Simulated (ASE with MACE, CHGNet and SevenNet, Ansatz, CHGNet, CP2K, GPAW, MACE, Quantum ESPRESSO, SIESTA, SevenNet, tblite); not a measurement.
## Machine-learned potentials runs on C(111) slab, H on the bottom face (99 atoms)

Wanted: machine-learned potentials inputs and outputs for C(111) slab, H on the bottom face (99 atoms), checked against a plane-wave reference.

Method: the method is named at each step, in ASE with MACE, CHGNet and SevenNet.

### Step 1. The starting structure

The cell holds 99 atoms: 90 C and 9 H. Cell: a = 7.567 Å, b = 7.567 Å, c = 21.842 Å, α = 90.0°, β = 90.0°, γ = 120.0°. It derives from C (diamond-structure). Diamond-structure C (a = 3.567 Å), (111) slab of 10 atomic planes, 3 x 3 surface cells, H on the broken bonds of the bottom face, 12 Å of vacuum; displaced by a Gaussian of 0.02 Å. Then every atom was moved at random, 0.03 Å r.m.s. a Cartesian component (hydrogen 0.6 of that). Regions: slab, 90 atoms (90 C); hydrogen, 9 atoms (9 H). Vacuum lies along c.

The yardstick, on the same geometry:

| Quantity | Value |
| --- | --- |
| method | Kohn-Sham DFT, PBE, PAW, plane waves (Ansatz 0.2.0); cutoff 420 eV, Γ point, fermi-dirac smearing of 0.05 eV; PAW set soft_2 |
| r.m.s. force component | 1.862 eV/Å |
| longest force | 6.641 eV/Å |
| SCF cycles | 25 |
| time | 14 s on 4 threads of Intel Xeon 6975P-C (Granite Rapids), shared host |
| CPU time | 47 s |

### Step 2. MACE MPA-0 medium potential

Method: machine-learned interatomic potential MACE MPA-0 medium, trained on PBE(+U) plane-wave data.

run.py reads:

```python
import numpy as np
from ase.io import read
import mlip  # loads the published weights by name

atoms = read("structure.xyz")
atoms.calc = mlip.calc("mace-mpa-0-medium")
energy = atoms.get_potential_energy()
forces = atoms.get_forces()
print(f"energy {energy:.6f} eV")
print("forces (eV/A)")
for i, (a, f) in enumerate(zip(atoms, forces)):
    print(f"{i:4d} {a.symbol:2s} {f[0]:10.5f} {f[1]:10.5f} {f[2]:10.5f}")
```

structure.xyz reads:

```xyz
99
Lattice="7.56675 0.00000 0.00000 -3.78337 6.55300 0.00000 0.00000 0.00000 21.84249" Properties=species:S:1:pos:R:3 pbc="T T T"
C -0.00525 5.85910 7.59813
C -1.28475 6.55195 7.10449
C -1.21559 5.08146 9.61834
C 0.02800 5.81579 9.17472
C 2.54050 0.00806 11.73095
C -1.21170 5.14417 11.21022
C 0.05645 5.88302 13.75596
C 2.49952 0.03250 13.30950
C -1.22153 5.10118 15.81986
C 0.01529 5.86244 15.36532
C 1.26762 3.63187 7.61779
C 0.03012 4.38645 7.09226
C -0.00601 2.89387 9.73651
C 1.29093 3.62479 9.15615
C 0.00352 4.40001 11.75585
C 0.03019 2.86917 11.22486
C 1.26656 3.63357 13.81734
C -0.04941 4.35971 13.19046
C -0.00427 2.94472 15.79496
C 1.23486 3.62256 15.27598
C 2.54478 5.82011 7.58612
C 5.01501 0.00931 7.15123
C 1.24587 5.09705 9.68780
C 2.50146 5.78650 9.16052
C 5.00321 0.06134 11.79079
C 1.18061 5.09397 11.18445
C 2.48334 5.83649 13.79004
C 1.32952 6.53550 13.24354
C 1.28230 5.11167 15.80282
C 2.57716 5.69928 15.29673
C 2.54020 1.44068 7.59616
C 1.23936 2.22527 7.06932
C 1.22918 0.76559 9.55915
C 2.49082 1.43576 9.13147
C 1.26963 2.21413 11.68792
C 1.31563 0.74101 11.26111
C 2.52873 1.47285 13.73347
C 1.25813 2.15699 13.34401
C 1.24844 0.76775 15.85131
C 2.52881 1.39028 15.32600
C 3.81164 3.66555 7.63242
C 2.50524 4.36358 7.10318
C 2.49991 2.88778 9.65569
C 3.75845 3.62532 9.15397
C 2.50429 4.33363 11.69294
C 2.50921 2.95108 11.21000
C 3.75720 3.69576 13.75400
C 2.62468 4.40781 13.31059
C 2.53857 2.90901 15.83340
C 3.76866 3.60579 15.25589
C -2.51518 5.82286 7.55750
C 0.03488 0.00577 7.11934
C 3.74948 5.08513 9.66530
C -2.53342 5.85838 9.17210
C 3.78966 6.52810 11.73379
C 3.73832 5.09804 11.22114
[... 39 atom lines left out ...]
H 0.01006 0.01782 6.00668
H 3.80222 2.19276 5.99096
H 5.02762 4.34484 6.04491
H -1.22736 2.17055 6.03726
```

Command:

```
$ OMP_NUM_THREADS=1 python run.py > output.txt
```

The log of the run:

```text
energy -833.190373 eV
forces (eV/A)
   0 C     0.05029   -1.35460    0.34908
   1 C     1.10428    0.43293    0.58580
   2 C    -1.25553    1.46782    1.56560
   3 C    -0.84674    0.49130   -1.37883
   4 C     0.18120   -0.11076    0.34113
   5 C    -2.22232   -1.80074   -0.41666
   6 C    -2.13768   -1.82038   -0.70325
   7 C     1.43321   -0.86888   -1.08317
   8 C    -1.24563    0.28176   -2.85079
   9 C     1.11651   -2.37627    2.12995
  10 C    -0.28310    0.62900   -0.37404
  11 C    -0.94345   -0.22395   -0.42490
  12 C     0.31276    1.10937   -2.99240
  13 C    -1.51591    0.24919    0.57394
  14 C    -0.89843   -1.46202   -2.34346
  15 C    -1.28390    1.80789    0.59507
  16 C     0.05227    0.23337   -3.09797
  17 C     2.91015    1.38157    4.23758
  18 C     0.52802   -1.27347   -2.56777
  19 C     0.71514    0.87019    5.08242
  20 C    -1.13784   -0.12015    0.92275
  21 C     1.40407    0.52812   -2.46622
  22 C     0.29524   -0.44617   -1.11143
  23 C     0.73672    1.29347   -0.22827
[...]
91 H     0.28928    0.33558    0.75977
  92 H    -0.19301    0.22222    1.10819
  93 H    -0.10511    0.16774   -1.64701
  94 H     0.04422   -0.04189    0.08492
  95 H     0.03587    0.08620    0.06431
  96 H     0.02611    0.22197   -0.26493
  97 H    -0.14979    0.06372   -1.20452
  98 H    -0.03651   -0.12147   -1.97216
```

Elapsed: 11 s, on 1 thread of Intel Xeon 6975P-C (Granite Rapids), shared host; peak memory 1.6 GiB.

Banners, paths, timers and routine set-up lines are dropped from the logs unmarked, and long logs keep their key lines alone; longer cuts are marked.

Numbers from this run, and their distance from the reference:

```yaml
r_m_s_force_component: 1.633 eV/Å
r_m_s_difference_of_force_components: 333.3 meV/Å
longest_difference_of_force_vectors: 1610 meV/Å
force_difference_over_r_m_s_force: 17.9 %
slope_of_forces_against_the_reference_s: 0.8686
correlation_of_force_components: 0.9904
```

Length of the force difference by element (eV/Å):

| element | atoms | mean | most |
| --- | --- | --- | --- |
| C | 90 | 0.54 | 1.6 |
| H | 9 | 0.099 | 0.20 |

The surroundings of C28, picked at random, nearest first, numbered as they follow in the input and with coordinates relative to it.

| atom | x | y | z | distance (Å) | bonds | Fx | Fy | Fz (eV/Å) |
| --- | --- | --- | --- | --- | --- | --- | --- | --- |
| C28 | 0.00 | 0.00 | 0.00 | 0.00 | 4 | -3.46 | 1.09 | 2.65 |
| C27 | 1.15 | -0.70 | 0.55 | 1.46 | 4 | 3.05 | -0.65 | -1.83 |
| C25 | -0.11 | 0.08 | -1.45 | 1.46 | 4 | 4.19 | -2.91 | -2.48 |
| C7 | -1.27 | -0.65 | 0.51 | 1.52 | 4 | -2.14 | -1.82 | -0.70 |
| C67 | -0.15 | 1.45 | 0.56 | 1.56 | 4 | 3.33 | 1.53 | -1.12 |
| C58 | 2.40 | 0.04 | 0.01 | 2.40 | 4 | 2.09 | -0.77 | 1.72 |
| C66 | -1.26 | 0.71 | -1.97 | 2.44 | 4 | -3.69 | 2.86 | -2.36 |
| C48 | 1.30 | -2.13 | 0.07 | 2.49 | 4 | -5.29 | -0.81 | -2.72 |
| C86 | 1.26 | 0.76 | -2.02 | 2.50 | 4 | -2.18 | -0.33 | -0.98 |

Atoms are counted from 1 here, from 0 in the log.

Forces lie 18 % from the reference's, at 0.23 times its CPU time (on 1 against 4 cores).

The difference per atom is largest on C (0.54 eV/Å on average, against 0.099 on H).

### Step 3. CHGNet r2SCAN potential

Method: machine-learned interatomic potential CHGNet r2SCAN, trained on r2SCAN plane-wave data.

Changes to run.py since step 2:

```diff
@@ -5,3 +5,3 @@
 atoms = read("structure.xyz")
-atoms.calc = mlip.calc("mace-mpa-0-medium")
+atoms.calc = mlip.calc("chgnet-r2scan")
 energy = atoms.get_potential_energy()
```

structure.xyz is that of step 2.

The log of the run:

```text
CHGNet vr2scan initialized with 412,525 parameters
CHGNet will run on cpu
energy -907.441467 eV
forces (eV/A)
   0 C    -0.13515   -1.29769    0.35350
   1 C     0.95630    0.23953    0.56053
   2 C    -0.97093    1.11119    1.56984
   3 C    -0.55655    0.53722   -1.54919
   4 C     0.31486    0.07139    0.68976
   5 C    -1.83257   -1.44271   -0.39628
   6 C    -1.64965   -1.89531    0.39486
   7 C     1.18388   -0.73163   -1.40971
   8 C    -1.35470   -0.03309   -2.36282
   9 C     1.08449   -2.01637    0.99349
  10 C    -0.14408    0.69696   -0.63774
  11 C    -0.68446   -0.18873   -0.67585
  12 C     0.50392    0.91221   -1.99177
  13 C    -1.26427    0.19783    0.36996
  14 C    -0.70774   -1.51965   -2.09847
  15 C    -1.18088    1.60820    0.47168
  16 C     0.17324    0.53192   -2.75798
  17 C     2.53762    1.38720    3.26562
  18 C     0.39380   -1.12093   -2.08741
  19 C     0.99124    1.02891    5.32221
  20 C    -0.96325    0.04383    0.44449
  21 C     1.39444    0.44675   -2.18452
  22 C     0.20393   -0.54292   -0.63825
  23 C     0.40378    0.93188   -0.51146
[...]
91 H     0.25278    0.29423    1.11274
  92 H    -0.22427    0.18384    1.56089
  93 H    -0.11824    0.24759   -1.68012
  94 H    -0.00795    0.00366    0.43382
  95 H     0.03228    0.03161    0.44913
  96 H     0.02819    0.18630   -0.06430
  97 H    -0.13897    0.10032   -0.99521
  98 H    -0.01474   -0.04072   -1.94611
```

The job ended after 12 s (1 thread; peak memory 5.5 GiB).

Against the reference:

| Property | Result |
| --- | --- |
| r.m.s. force component | 1.49 eV/Å |
| r.m.s. difference of force components | 557.6 meV/Å |
| longest difference of force vectors | 2217 meV/Å |
| force difference over r.m.s. force | 29.94 % |
| slope of forces against the reference's | 0.7751 |
| correlation of force components | 0.969 |

Against the first run (18 %), the force difference from the reference is 30 %, at 1.1 times the CPU time; this potential was trained at another functional than the reference's, which explains only part of so large a difference.

The difference per atom is largest on C (0.91 eV/Å on average, against 0.31 on H).

### Step 4. SevenNet 0 potential

Method: machine-learned interatomic potential SevenNet 0, trained on PBE(+U) plane-wave data.

Changes to run.py since step 3:

```diff
@@ -5,3 +5,3 @@
 atoms = read("structure.xyz")
-atoms.calc = mlip.calc("chgnet-r2scan")
+atoms.calc = mlip.calc("7net-0")
 energy = atoms.get_potential_energy()
```

structure.xyz is that of step 3.

The log of the run:

```text
energy -830.049316 eV
forces (eV/A)
   0 C    -0.00297   -1.43570    0.55795
   1 C     0.95065    0.33597    0.34661
   2 C    -1.44467    1.19621    1.49914
   3 C    -0.66953    0.54900   -1.23127
   4 C     0.41073   -0.10201   -0.72469
   5 C    -2.52018   -1.80305    0.25957
   6 C    -1.89016   -2.00057    0.24973
   7 C     1.40192   -1.08350   -0.67624
   8 C    -1.58435    0.09880   -2.56229
   9 C     0.75834   -1.72400    2.26658
  10 C    -0.11233    0.70516   -0.29924
  11 C    -0.63794   -0.26103   -1.00912
  12 C     0.38152    1.14077   -2.55039
  13 C    -1.36961    0.15135    0.72616
  14 C    -0.72894   -1.76295   -4.35778
  15 C    -1.29202    1.76681    1.51605
  16 C    -0.15775    0.65476   -0.63740
  17 C     2.92258    1.37725    4.73455
  18 C     0.29169   -1.04769   -2.43256
  19 C     0.19537    0.87844    3.21620
  20 C    -0.90302   -0.06816    1.03968
  21 C     1.13923    0.29529   -2.87919
  22 C     0.29556   -0.56268   -0.92527
  23 C     0.45432    1.14005   -0.25791
[...]
91 H     0.18363    0.28704    0.73335
  92 H    -0.13328    0.16945    1.22956
  93 H    -0.01241    0.01617   -2.09407
  94 H     0.03339    0.01938   -0.03614
  95 H     0.01685    0.04932    0.11430
  96 H     0.00874    0.15449   -0.46417
  97 H    -0.06905    0.04736   -1.40378
  98 H    -0.03120   -0.10280   -2.40414
```

The job ended after 9.8 s (1 thread; peak memory 1.5 GiB).

Numbers from this run, and their distance from the reference:

- r.m.s. force component: 1.618 eV/Å
- r.m.s. difference of force components: 597 meV/Å
- longest difference of force vectors: 2733 meV/Å
- force difference over r.m.s. force: 32.05 %
- slope of forces against the reference's: 0.826
- correlation of force components: 0.9508

Against the first run (18 %), the force difference from the reference is 32 %, at 0.87 times the CPU time.

The difference per atom is largest on C (0.94 eV/Å on average, against 0.18 on H).

### Step 5. Side by side

Differences are against the plane-wave reference, forces as r.m.s. over components; share is that over the reference's r.m.s. force, slope the least-squares factor from reference forces to these. Total energies of different programs have different zeros and aren't compared.

| run | Δ force, r.m.s. (meV/Å) | share (%) | slope | cores | CPU time | memory (GiB) |
| --- | --- | --- | --- | --- | --- | --- |
| reference | - | - | - | 4 | 47 s | 1.3 |
| MACE MPA-0 medium potential | 333 | 17.9 | 0.869 | 1 | 11 s | 1.6 |
| CHGNet r2SCAN potential | 558 | 29.9 | 0.775 | 1 | 12 s | 5.5 |
| SevenNet 0 potential | 597 | 32.1 | 0.826 | 1 | 9.4 s | 1.5 |

Times of the machine-learned potentials are mostly Python's start and the loading of weights.

CPU time is summed over cores on a shared host, where runs went side by side, so it is rough. Symmetry, cutoffs, thresholds, outputs and thread counts weren't matched or tuned between programs; memory under MPI is the largest rank's times the ranks.

A second geometry, displaced anew (every atom was moved at random, 0.04 Å r.m.s. a Cartesian component (hydrogen 0.6 of that)), gives an energy difference that all programs can be tested on. The reference puts it at 41.79 meV/atom.

| run | energy less the first geometry's (meV/atom) | error (meV/atom) | force share at the second geometry (%) |
| --- | --- | --- | --- |
| MACE MPA-0 medium potential | 38.78 | -3.00 | 16.7 |
| CHGNet r2SCAN potential | 34.27 | -7.52 | 26.8 |
| SevenNet 0 potential | 33.61 | -8.18 | 31.6 |

### Step 6. What came out

| Property | Result |
| --- | --- |
| nearest in forces | MACE MPA-0 medium potential, 18 % |
| its CPU time | 11 s |

**Reading.** Machine-learned potentials differ by 18 % (MACE MPA-0 medium potential) to 32 % (SevenNet 0 potential); they were trained on other programs' data, some at another functional. Among those trained on PBE data the slope goes as low as 0.83, which softening far from their training structures can give, though the reference's k-sampling is untested too. The energy difference between the two geometries, 41.8 meV/atom in the reference, is met best by MACE MPA-0 medium potential (-3) and worst by SevenNet 0 potential (-8.18). The electron count is odd in Ansatz plane waves (reference), and they have no spin polarisation, so the unpaired electron is spread evenly over both spins. Machine-learned potentials mimic data converged in k, so the reference's own k-point error enters their differences. The runs have no spin polarisation, so any moments at edges, vacancies or dangling bonds can't form. The electron count is odd and the run has no spin polarisation, so levels at the top are partly filled by construction. The electronic-structure runs sample only Γ, in a cell whose shortest periodic width is 7 Å, which is coarse for a cell with partly filled levels.

[Also dropped from logs without a mark: logging warnings of Python, and SIESTA's first energy breakdown and zero terms.]

[Logs are printed without paths, hosts, clocks, repeated set-up lines and the standing remarks that a program may print on its own settings, such as how far it seeks lower states.]

[Hosts, paths, dates, database ids (printed as entryN), source tags and the programs' standing remarks are cut or masked in the printed files.]
